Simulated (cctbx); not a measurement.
# Occupancies in YTlBi2

Cell a = 4.6920 Å, b = 4.6920 Å, c = 11.1680 Å, α = 90.00°, β = 90.00°, γ = 90.00°; space group P4/nmm (no. 129, origin choice 1); nominal formula YTlBi2.

Simulated single-crystal data (cctbx): Cu Kα, λ = 1.54184 Å, to d = 0.8 Å, 70 % of the full sphere, strongest reflection 5000 counts, noise from counting, a 3 % proportional error and a noise floor of 4 counts (s.d.); no absorption.

With every site full:

```text
Rint 0.048, 183 unique reflections to 0.80 A
cycle     R1     wR2    GooF  max shift (A)
   1  0.0853  0.1873   5.822   0.00062
   2  0.0141  0.0310   0.964   0.00000
final R1 0.0141 wR2 0.0310 GooF 0.964  parameters 10  data/parameter 18.3
atom        x        y        z      Ueq    occ   su(xyz)  su(Uiso or U11)
Bi1    0.50000  0.50000  0.50000   0.0120  1.000  0.00000  0.0002
Bi2    0.50000  0.00000  0.16424   0.0152  1.000  0.00006  0.0002
Tl2    0.50000  0.50000  0.00000   0.0082  1.000  0.00000  0.0002
Y1     0.50000  0.00000  0.74080   0.0259  1.000  0.00016  0.0005
difference map: max 1.68 min -1.48 rms 0.31
Q1    0.0000  0.5000  0.9870    2    1.68  1.69 A from Bi2
Q2    0.0000  0.5000  0.1373    2    1.26  1.36 A from Y1
Q3    0.0000  0.5000  0.4735    2    1.20  2.36 A from Bi1
Q4    0.0000  0.3593  0.8756    8    1.15  0.80 A from Bi2
Q5    0.0000  0.5000  0.7906    2    1.07  0.50 A from Bi2
Q6    0.0000  0.2236  0.8090    8    1.06  1.33 A from Bi2
```

With the occupancies of the suspect sites free, each still typed as its main element:

```text
Rint 0.048, 183 unique reflections to 0.80 A
cycle     R1     wR2    GooF  max shift (A)
   1  0.0652  0.1656   5.179   0.00006
   2  0.0140  0.0310   0.968   0.00000
final R1 0.0140 wR2 0.0310 GooF 0.968  parameters 12  data/parameter 15.2
atom        x        y        z      Ueq    occ   su(xyz)  su(Uiso or U11)
Bi1    0.50000  0.50000  0.50000   0.0121  1.000  0.00000  0.0003
Bi2    0.50000  0.00000  0.16425   0.0153  1.000  0.00006  0.0003
Tl2    0.50000  0.50000  0.00000   0.0081  0.997  0.00000  0.0003
Y1     0.50000  0.00000  0.74080   0.0259  1.000  0.00016  0.0006
su of occupancy Bi1: 0.005
su of occupancy Tl2: 0.005
difference map: max 1.68 min -1.53 rms 0.31
Q1    0.0000  0.5000  0.9870    2    1.68  1.69 A from Bi2
Q2    0.0000  0.5000  0.1377    2    1.25  1.36 A from Y1
Q3    0.0000  0.5000  0.4736    2    1.20  2.36 A from Bi1
Q4    0.0000  0.3602  0.8748    8    1.12  0.79 A from Bi2
Q5    0.0000  0.2241  0.8091    8    1.06  1.33 A from Bi2
Q6    0.0000  0.5000  0.7902    2    1.02  0.51 A from Bi2
```

**Question.** What is the disorder?

X-rays count electrons. Bi1 refines to 1.000(0.005), or 83.0 electrons; the site truly holds 0.95 Bi and 0.05 Tl, 82.9 electrons, which is 0.999 of Bi; Tl2 refines to 0.997(0.005), or 80.8 electrons; the site truly holds 0.95 Tl and 0.05 Bi, 81.1 electrons, which is 1.001 of Tl. All are within 3 s.u. of full, so these data don't show the disorder. Occupancy correlates with U and the scale, and the two elements' form factors differ in shape, so the match is approximate.

Freeing them takes R1 from 0.0141 to 0.0140 and GooF from 0.96 to 0.97.

The model was made for the exercise: a known structure type with other elements put in, its volume estimated, not relaxed; displacement parameters are assumed.

[Middle refinement cycles are left out of these outputs.]

[Logs are printed without paths, hosts, clocks, repeated set-up lines and the standing remarks that a program may print on its own settings, such as how far it seeks lower states.]
